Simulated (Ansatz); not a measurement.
# BN: which shell does photoemission see at 60 and 600 eV? (PBE)

The valence band of BN mixes several shells. Work out by hand which one leads the spectrum's area at each photon energy.

Filled states come from the projected DOS of Ansatz 0.2.0 (PBE, plane waves); cross sections σ and asymmetry parameters β are those of free atoms in a Dirac–Hartree–Slater calculation. A shell's area is states × σ × angular factor, which is 1 − β·P₂(cos θ)/2 for unpolarised light, with θ = 60° from the beam and P₂ = -0.125.

**At 60 eV** (states counted from 19.3 eV below the zero; other shells add 0 to the products' sum of 7.61):

```
shell  filled states a cell  cross section (Mb an electron)     β  angular factor  product  share by hand (%)  share in the simulated spectrum (%)
 N 2s                  2.30                            0.42  2.00            1.12     1.08                 14                                   14
 N 2p                  8.38                            0.61  1.50            1.09     5.59                 73                                   74
 B 2s                  1.25                           0.286  2.00            1.12    0.401                  5                                    5
 B 2p                  3.96                           0.124  1.47            1.09    0.539                  7                                    7
```

**At 600 eV** (states counted from 19.3 eV below the zero; other shells add 0 to the products' sum of 0.0242):

```
shell  filled states a cell  cross section (Mb an electron)     β  angular factor   product  share by hand (%)  share in the simulated spectrum (%)
 N 2s                  2.30                         0.00598  2.00            1.12    0.0154                 64                                   64
 N 2p                  8.38                        0.000676  0.77            1.05   0.00594                 25                                   25
 B 2s                  1.25                         0.00175  2.00            1.12   0.00246                 10                                   10
 B 2p                  3.96                        7.65e-05  0.50            1.03  0.000313                  1                                    1
```

N 2p leads at 60 eV and N 2s at 600 eV. Between the two energies σ of N 2p changes by a factor 0.0011 and that of N 2s by 0.014, so their ratio moves 13-fold in favour of the second. The simulated spectrum uses the same rule on the energy-resolved DOS, so the two share columns agree within a few points.

Only crystals where the two columns agree within 4 points and the lead is clear are worked in this form. Free-atom cross sections ignore the solid's final states, no escape depth or background enters, and the count of states a shell hangs on the projection.

[Logs are printed without paths, hosts, clocks, repeated set-up lines and the standing remarks that a program may print on its own settings, such as how far it seeks lower states.]
